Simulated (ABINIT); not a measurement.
## AlN (F-43m): G0W0 in ABINIT against the plane-wave cutoff

How does the gap of AlN (F-43m) converge in the plane-wave cutoff?

Main program and level: ABINIT 10.8.3; PBE and many-body steps on it, plane waves.

### Step 1. The starting structure

It takes space group F-43m (No. 216, cubic). Conventional cell: a = 4.368 Å, b = 4.368 Å, c = 4.368 Å, α = 90.00°, β = 90.00°, γ = 90.00°. Nearest to Al lie 4 N at 1.89 Å. Nearest to N lie 4 Al at 1.89 Å. Farther neighbours and most contacts between anions are not listed.

The cell and positions are those that the Materials Project relaxed with its own functionals (PBE, PBE+U or r2SCAN), kept fixed. This is not the form that AlN usually takes at ambient conditions.

### Step 2. Empty states on the mesh, 6×6×6 mesh, 390 bands

This step: ABINIT 10.8.3; DFT, PBE, plane waves, norm-conserving pseudopotentials.

The sums over transitions need many empty states on a uniform mesh; this step solves for them.

run.abi reads:

```
acell 3*1.0 Angstrom
rprim 
  -0.000000000000 2.183993559600 2.183993559600
  2.183993559600 -0.000000000000 2.183993559600
  2.183993559600 2.183993559600 -0.000000000000
ntypat 2
znucl 13 7
natom 2
typat 1 2
xred 
  0.000000000000 0.000000000000 0.000000000000
  0.750000000000 0.750000000000 0.750000000000
pp_dirpath "pseudos"
pseudos "Al.upf, N.upf"
ecut 36
ngkpt 6 6 6
nshiftk 1
shiftk 0 0 0
kptopt 1
chksymbreak 0
irdden 1
istwfk *1
nband 390
prtvol 0
optdriver 6
gwr_task "HDIAGO"
paral_kgb 0
occopt 1
indata_prefix "in"
outdata_prefix "out"
tmpdata_prefix "tmp"
```

On the command line:

```bash
OMP_NUM_THREADS=1 mpirun -n 8 abinit run.abi > log
```

The program printed:

```text
.Version 10.8.3 of ABINIT. v10.8.2 released Aug 2026.

 Symmetries : space group F-4 3 m (#216); Bravais cF (face-center cubic)
[... echo of the input left out ...]
== DATASET  1 ==================================================================
-   mpi_nproc: 8, omp_nthreads: 1 (-1 if OMP is not activated)

--- !DatasetInfo
iteration_state: {dtset: 1, }
dimensions: {natom: 2, nkpt: 16, mband: 390, nsppol: 1, nspinor: 1, nspden: 1, mpw: 1464, }
cutoff_energies: {ecut:  36.0, pawecutdg:  -1.0, }
[...]
Indirect band gap semiconductor
 Fundamental gap:     3.325 (eV)
   VBM:     5.159 (eV) at k: [ 0.0000E+00,  0.0000E+00,  0.0000E+00]
   CBM:     8.483 (eV) at k: [ 5.0000E-01,  5.0000E-01,  0.0000E+00]
 Direct gap:         4.192 (eV) at k: [ 0.0000E+00,  0.0000E+00,  0.0000E+00]

== END DATASET(S) ==============================================================
================================================================================

 -outvars: echo values of variables after computation  --------
           etotal      0.0000000000E+00
            nband         390
             nkpt          16
          spgroup         216
 [... the other variables as echoed above ...]

 Calculation completed.
```

Run time: 3.8 s. Hardware: 8 MPI ranks of AMD EPYC 9R45, shared host; peak memory 1.5 GiB; 29 s of CPU time.

This step gave:

```
gap                                                           : 3.325 eV
k of the valence top                                          : 0, 0, 0
k of the conduction bottom                                    : 0.5, 0.5, 0
least direct gap                                              : 4.192 eV
k points computed                                             : 16
lowest point of the top converged band, above the valence top : 381.4166 eV
```

On this mesh the gap is 3.325 eV.

The density comes from a self-consistent run that is not shown.

### Step 3. Empty states on the mesh, 6×6×6 mesh, 107 bands

Edit run.abi of step 2 so:

```diff
@@ -14,3 +14,3 @@
 pseudos "Al.upf, N.upf"
-ecut 36
+ecut 22
 ngkpt 6 6 6
@@ -22,3 +22,3 @@
 istwfk *1
-nband 390
+nband 107
 prtvol 0
```

The program printed:

```text
[banner, memory and clock lines left out]
.Version 10.8.3 of ABINIT. v10.8.2 released Aug 2026.

 Symmetries : space group F-4 3 m (#216); Bravais cF (face-center cubic)
[... echo of the input left out ...]
== DATASET  1 ==================================================================
-   mpi_nproc: 8, omp_nthreads: 1 (-1 if OMP is not activated)

--- !DatasetInfo
iteration_state: {dtset: 1, }
dimensions: {natom: 2, nkpt: 16, mband: 107, nsppol: 1, nspinor: 1, nspden: 1, mpw: 702, }
cutoff_energies: {ecut:  22.0, pawecutdg:  -1.0, }
[...]
Integrated=    8.0000E+00

 === KS gaps after direct diagonalization ===
 Indirect band gap semiconductor
 Fundamental gap:     3.315 (eV)
   VBM:     5.180 (eV) at k: [ 0.0000E+00,  0.0000E+00,  0.0000E+00]
   CBM:     8.495 (eV) at k: [ 5.0000E-01,  5.0000E-01,  0.0000E+00]
 Direct gap:         4.148 (eV) at k: [ 0.0000E+00,  0.0000E+00,  0.0000E+00]

== END DATASET(S) ==============================================================

 -outvars: echo values of variables after computation  --------
           etotal      0.0000000000E+00
            nband         107
             nkpt          16
          spgroup         216
 [... the other variables as echoed above ...]

 Calculation completed.
```

Elapsed: 1.8 s, on 8 MPI ranks; peak memory 0.09 GiB.

Numbers from this step:

| Property | Result |
| --- | --- |
| gap | 3.315 eV |
| k of the valence top | 0, 0, 0 |
| k of the conduction bottom | 0.5, 0.5, 0 |
| least direct gap | 4.148 eV |
| k points computed | 16 |
| lowest point of the top converged band, above the valence top | 142.2130 eV |

On this mesh the gap is 3.315 eV.

### Step 4. Empty states on the mesh, 6×6×6 mesh, 107 bands

Edit run.abi of step 3 so:

```diff
@@ -14,3 +14,3 @@
 pseudos "Al.upf, N.upf"
-ecut 22
+ecut 29
 ngkpt 6 6 6
```

The program printed:

```text
[banner, memory and clock lines left out]
.Version 10.8.3 of ABINIT. v10.8.2 released Aug 2026.

 Symmetries : space group F-4 3 m (#216); Bravais cF (face-center cubic)
[... echo of the input left out ...]
== DATASET  1 ==================================================================
-   mpi_nproc: 8, omp_nthreads: 1 (-1 if OMP is not activated)

--- !DatasetInfo
iteration_state: {dtset: 1, }
dimensions: {natom: 2, nkpt: 16, mband: 107, nsppol: 1, nspinor: 1, nspden: 1, mpw: 1067, }
cutoff_energies: {ecut:  29.0, pawecutdg:  -1.0, }
[...]
Integrated=    8.0000E+00

 === KS gaps after direct diagonalization ===
 Indirect band gap semiconductor
 Fundamental gap:     3.327 (eV)
   VBM:     5.158 (eV) at k: [ 0.0000E+00,  0.0000E+00,  0.0000E+00]
   CBM:     8.485 (eV) at k: [ 5.0000E-01,  5.0000E-01,  0.0000E+00]
 Direct gap:         4.188 (eV) at k: [ 0.0000E+00,  0.0000E+00,  0.0000E+00]

== END DATASET(S) ==============================================================

 -outvars: echo values of variables after computation  --------
           etotal      0.0000000000E+00
            nband         107
             nkpt          16
          spgroup         216
 [... the other variables as echoed above ...]

 Calculation completed.
```

It took 2.3 s on 8 MPI ranks; peak memory 0.14 GiB.

This step gave:

* gap: 3.327 eV
* k of the valence top: 0, 0, 0
* k of the conduction bottom: 0.5, 0.5, 0
* least direct gap: 4.188 eV
* k points computed: 16
* lowest point of the top converged band, above the valence top: 142.1178 eV

On this mesh the gap is 3.327 eV.

### Step 5. Empty states on the mesh, 6×6×6 mesh, 107 bands

Edit run.abi of step 4 so:

```diff
@@ -14,3 +14,3 @@
 pseudos "Al.upf, N.upf"
-ecut 29
+ecut 45
 ngkpt 6 6 6
```

The program printed:

```text
[banner, memory and clock lines left out]
.Version 10.8.3 of ABINIT. v10.8.2 released Aug 2026.

 Symmetries : space group F-4 3 m (#216); Bravais cF (face-center cubic)
[... echo of the input left out ...]
== DATASET  1 ==================================================================
-   mpi_nproc: 8, omp_nthreads: 1 (-1 if OMP is not activated)

--- !DatasetInfo
iteration_state: {dtset: 1, }
dimensions: {natom: 2, nkpt: 16, mband: 107, nsppol: 1, nspinor: 1, nspden: 1, mpw: 2085, }
cutoff_energies: {ecut:  45.0, pawecutdg:  -1.0, }
[...]
Integrated=    8.0000E+00

 === KS gaps after direct diagonalization ===
 Indirect band gap semiconductor
 Fundamental gap:     3.324 (eV)
   VBM:     5.159 (eV) at k: [ 0.0000E+00,  0.0000E+00,  0.0000E+00]
   CBM:     8.483 (eV) at k: [ 5.0000E-01,  5.0000E-01,  0.0000E+00]
 Direct gap:         4.192 (eV) at k: [ 0.0000E+00,  0.0000E+00,  0.0000E+00]

== END DATASET(S) ==============================================================

 -outvars: echo values of variables after computation  --------
           etotal      0.0000000000E+00
            nband         107
             nkpt          16
          spgroup         216
 [... the other variables as echoed above ...]

 Calculation completed.
```

It took 6.7 s on 8 MPI ranks; peak memory 2.3 GiB; 52 s of CPU time.

This step gave:

| Item | Value |
| --- | --- |
| gap | 3.324 eV |
| k of the valence top | 0, 0, 0 |
| k of the conduction bottom | 0.5, 0.5, 0 |
| least direct gap | 4.192 eV |
| k points computed | 16 |
| lowest point of the top converged band, above the valence top | 142.0528 eV |

On this mesh the gap is 3.324 eV.

### Step 6. Screening, 6×6×6 mesh, 99 bands, screening to 261.2 eV

The RPA dielectric matrix is built and inverted for each q.

This step: RPA screening on PBE, plane waves, norm-conserving pseudopotentials.

Edit run.abi of step 5 so:

```diff
@@ -14,3 +14,3 @@
 pseudos "Al.upf, N.upf"
-ecut 45
+ecut 22
 ngkpt 6 6 6
@@ -20,10 +20,11 @@
 chksymbreak 0
-irdden 1
 istwfk *1
-nband 107
-prtvol 0
-optdriver 6
-gwr_task "HDIAGO"
-paral_kgb 0
 occopt 1
+irdwfk 1
+optdriver 3
+nband 99
+ecuteps 9.6
+inclvkb 2
+awtr 1
+symchi 1
 indata_prefix "in"
```

The program printed:

```text
.Version 10.8.3 of ABINIT. v10.8.2 released Aug 2026.

 Symmetries : space group F-4 3 m (#216); Bravais cF (face-center cubic)
[... echo of the input left out ...]
== DATASET  1 ==================================================================
-   mpi_nproc: 8, omp_nthreads: 1 (-1 if OMP is not activated)

--- !DatasetInfo
iteration_state: {dtset: 1, }
dimensions: {natom: 2, nkpt: 16, mband: 99, nsppol: 1, nspinor: 1, nspden: 1, mpw: 702, }
cutoff_energies: {ecut:  22.0, pawecutdg:  -1.0, }
electrons: {nelect:   8.00000000E+00, charge:   0.00000000E+00, occopt:   1.00000000E+00, tsmear:   1.00000000E-02, }

 SCREENING: Calculation of the susceptibility and dielectric matrices

 Based on a program developped by R.W. Godby, V. Olevano, G. Onida, and L. Reining.
 Incorporated in ABINIT by V. Olevano, G.-M. Rignanese, and M. Torrent.
.Using double precision arithmetic ; gwpc =  8

[... cell and pseudopotentials left out ...]
--------------------------------------------------------------------------------

 ==== K-mesh for the wavefunctions ====
 Number of points in the irreducible wedge :    16
[... list of points left out ...]
 Together with 24 symmetry operations and time-reversal symmetry
 yields   216 points in the full Brillouin Zone.

 ==== Q-mesh for the screening function ====
 Number of points in the irreducible wedge :    16
[... list of points left out ...]
 Together with 24 symmetry operations and time-reversal symmetry
 yields   216 points in the full Brillouin Zone.

 setmesh: FFT mesh size selected  =    24x   24x   24
          total number of points  =        13824

 vcoul_init : cutoff-mode = AUXILIARY_FUNCTION
 q-points for optical limit:   1
     1)      0.000010    0.000020    0.000030

- screening: taking advantage of time-reversal symmetry
- Maximum band index for partially occupied states nbvw = 4
- Remaining bands to be divided among processors   nbcw = 95
- Number of bands treated by each node ~11

 Number of electrons calculated from density =    8.0000; Expected =    8.0000
 average of density, n =  0.056900
 r_s =    1.6129
 omega_plasma =   23.0097 [eV]

 calculating chi0 at frequencies [eV] :
  1    0.000000E+00    0.000000E+00
  2    0.000000E+00    2.300966E+01

--------------------------------------------------------------------------------
  q-point number  1        q = ( 0.000000, 0.000000, 0.000000) [r.l.u.]
--------------------------------------------------------------------------------
[... chi0 elements left out ...]
 For q-point:  0.000010 0.000020 0.000030
  dielectric constant =   4.3872
  dielectric constant without local fields =   4.8369

  Average fulfillment of the sum rule on Im[epsilon] for q-point    1 :     88.68  [%]
[... wings left out ...]
  q-point number  2        q = ( 0.166667, 0.000000, 0.000000) [r.l.u.]
--------------------------------------------------------------------------------
[... chi0 elements left out ...]
  Average fulfillment of the sum rule on Im[epsilon] for q-point    2 :     95.67  [%]

 [... 14 further q-points ...]
```

The job ended after 11 s (8 MPI ranks; peak memory 1.1 GiB).

This step gave:

```
ε∞ with local fields, on this mesh, along the program's q direction : 4.387
the same without local fields                                       : 4.837
plasma frequency                                                    : 23.01 eV
plane waves in the screening matrix                                 : 181
```

Local fields lower ε∞ by 9 %.

### Step 7. 22 Ha

This step: G0W0 on PBE, plane waves, norm-conserving pseudopotentials.

Edit run.abi of step 6 so:

```diff
@@ -23,8 +23,17 @@
 irdwfk 1
-optdriver 3
+optdriver 4
 nband 99
+gwcalctyp 0
+ecutsigx 22
+symsigma 1
+nkptgw 2
+kptgw 
+  0.0000000000 0.0000000000 0.0000000000
+  0.5000000000 0.5000000000 0.0000000000
+bdgw 
+  2 8
+  3 6
 ecuteps 9.6
-inclvkb 2
-awtr 1
-symchi 1
+irdscr 1
+ppmodel 1
 indata_prefix "in"
```

The program printed:

```text
.Version 10.8.3 of ABINIT. v10.8.2 released Aug 2026.

 Symmetries : space group F-4 3 m (#216); Bravais cF (face-center cubic)
[... echo of the input left out ...]
== DATASET  1 ==================================================================
-   mpi_nproc: 8, omp_nthreads: 1 (-1 if OMP is not activated)

--- !DatasetInfo
iteration_state: {dtset: 1, }
dimensions: {natom: 2, nkpt: 16, mband: 99, nsppol: 1, nspinor: 1, nspden: 1, mpw: 702, }
cutoff_energies: {ecut:  22.0, pawecutdg:  -1.0, }
electrons: {nelect:   8.00000000E+00, charge:   0.00000000E+00, occopt:   1.00000000E+00, tsmear:   1.00000000E-02, }

 SIGMA: Calculation of the GW corrections

 Based on a program developped by R.W. Godby, V. Olevano, G. Onida, and L. Reining.
 Incorporated in ABINIT by V. Olevano, G.-M. Rignanese, and M. Torrent.
.Using double precision arithmetic ; gwpc =  8

[... cell and pseudopotentials left out ...]
--------------------------------------------------------------------------------

 ==== K-mesh for the wavefunctions ====
 Number of points in the irreducible wedge :    16
[... list of points left out ...]
 Together with 24 symmetry operations and time-reversal symmetry
 yields   216 points in the full Brillouin Zone.

 ==== Q-mesh for screening function ====
 Number of points in the irreducible wedge :    16
[... list of points left out ...]
 Together with 24 symmetry operations and time-reversal symmetry
 yields   216 points in the full Brillouin Zone.

 vcoul_init : cutoff-mode = AUXILIARY_FUNCTION
 q-points for optical limit:   1
     1)      0.000010    0.000020    0.000030
 setmesh: FFT mesh size selected  =    25x   25x   25
          total number of points  =        15625

 Number of electrons calculated from density =    8.0000; Expected =    8.0000
 average of density, n =  0.056900
 r_s =    1.6129
 omega_plasma =   23.0097 [eV]

 === KS Band Gaps ===
  >>>> For spin  1
   Minimum direct gap =   4.1477 [eV], located at k-point      :   0.0000  0.0000  0.0000
   Fundamental gap    =   3.3147 [eV], Top of valence bands at :   0.0000  0.0000  0.0000
                                       Bottom of conduction at :   0.5000  0.5000  0.0000
 SIGMA fundamental parameters:
 PLASMON POLE MODEL  1
 number of plane-waves for SigmaX                  701
 number of plane-waves for SigmaC and W            181
 number of plane-waves for wavefunctions           701
 number of bands                                    99
 number of independent spin polarizations            1
 number of spinorial components                      1
 number of k-points in IBZ                          16
 number of q-points in IBZ                          16
 number of symmetry operations                      24
 number of k-points in BZ                          216
 number of q-points in BZ                          216
 number of frequencies for dSigma/dE                 9
 frequency step for dSigma/dE [eV]                0.25
 number of omega for Sigma on real axis              0
 max omega for Sigma on real axis  [eV]           0.00
 zcut for avoiding poles [eV]                     0.10

 EPSILON^-1 parameters (SCR file):
 dimension of the eps^-1 matrix on file            181
 dimension of the eps^-1 matrix used               181
 number of plane-waves for wavefunctions           701
 number of bands                                    99
 number of q-points in IBZ                          16
 number of frequencies                               2
 number of real frequencies                          1
 number of imag frequencies                          1

 matrix elements of self-energy operator (all in [eV])

 Perturbative Calculation

--- !SelfEnergy_ee
iteration_state: {dtset: 1, }
kpoint     : [   0.000,    0.000,    0.000, ]
spin       : 1
KS_gap     :    4.148
QP_gap     :    5.520
Delta_QP_KS:    1.372
data: !SigmaeeData |
     Band     E0 <VxcDFT>   SigX SigC(E0)      Z dSigC/dE  Sig(E)    E-E0       E
        2   5.180 -16.920 -20.933   2.955   0.786  -0.272 -17.752  -0.832   4.348
        3   5.180 -16.920 -20.933   2.955   0.786  -0.272 -17.752  -0.832   4.348
        4   5.180 -16.920 -20.933   2.955   0.786  -0.272 -17.752  -0.832   4.348
        5   9.328 -12.487  -8.030  -3.795   0.816  -0.226 -11.947   0.540   9.868
        6  17.757  -9.902  -4.105  -5.064   0.816  -0.225  -9.304   0.598  18.355
        7  17.757  -9.902  -4.105  -5.064   0.816  -0.225  -9.304   0.598  18.355
        8  17.757  -9.902  -4.105  -5.064   0.816  -0.225  -9.304   0.598  18.355

--- !SelfEnergy_ee
iteration_state: {dtset: 1, }
kpoint     : [   0.500,    0.500,    0.000, ]
spin       : 1
KS_gap     :    5.093
QP_gap     :    6.567
Delta_QP_KS:    1.474
data: !SigmaeeData |
     Band     E0 <VxcDFT>   SigX SigC(E0)      Z dSigC/dE  Sig(E)    E-E0       E
        3   3.402 -15.395 -20.094   3.255   0.782  -0.279 -16.524  -1.129   2.273
        4   3.402 -15.395 -20.094   3.255   0.782  -0.279 -16.524  -1.129   2.273
        5   8.495  -9.202  -5.018  -3.771   0.835  -0.197  -8.856   0.345   8.840
        6  13.821  -9.469  -4.395  -4.376   0.838  -0.193  -8.883   0.585  14.406

== END DATASET(S) ==============================================================
================================================================================

 -outvars: echo values of variables after computation  --------
           etotal      0.0000000000E+00
            nband          99
             nkpt          16
          spgroup         216
 [... the other variables as echoed above ...]

 Calculation completed.
```

The job ended after 4.4 s (8 MPI ranks; peak memory 1.2 GiB).

Numbers from this step:

* G0W0 gap on the points computed: 4.492 eV
* starting gap on the mesh: 3.315 eV
* k of the valence top: 0, 0, 0
* k of the conduction bottom: 0.5, 0.5, 0
* Z at the valence top: 0.786
* Z at the conduction bottom: 0.835
* least direct G0W0 gap on the computed points: 5.520 eV

[end of part 1 of 2]

[Paths, hosts, dates, memory and timing lines, banners, echoed tables and standing remarks are left out of the program output.]

[Logs are printed without paths, hosts, clocks, repeated set-up lines and the standing remarks that a program may print on its own settings, such as how far it seeks lower states.]

[Runs of the session that timed out or met a known fault of the program may be left out.]

[No measured gap is set beside runs whose start may be inverted or whose files or cutoffs have a known fault.]

[Hosts, paths, dates, database ids (printed as entryN), source tags and the programs' standing remarks are cut or masked in the printed files.]

[G0W0 gaps are taken among the corrected bands and points alone; a level outside them can change the order at an edge.]

[Where Ansatz stands beside ABINIT at settings called matched, ABINIT's density can come from a denser mesh and the files from another edition; pairs whose starting gaps differed by over 0.03 eV were left out, so agreement reads better than it is.]
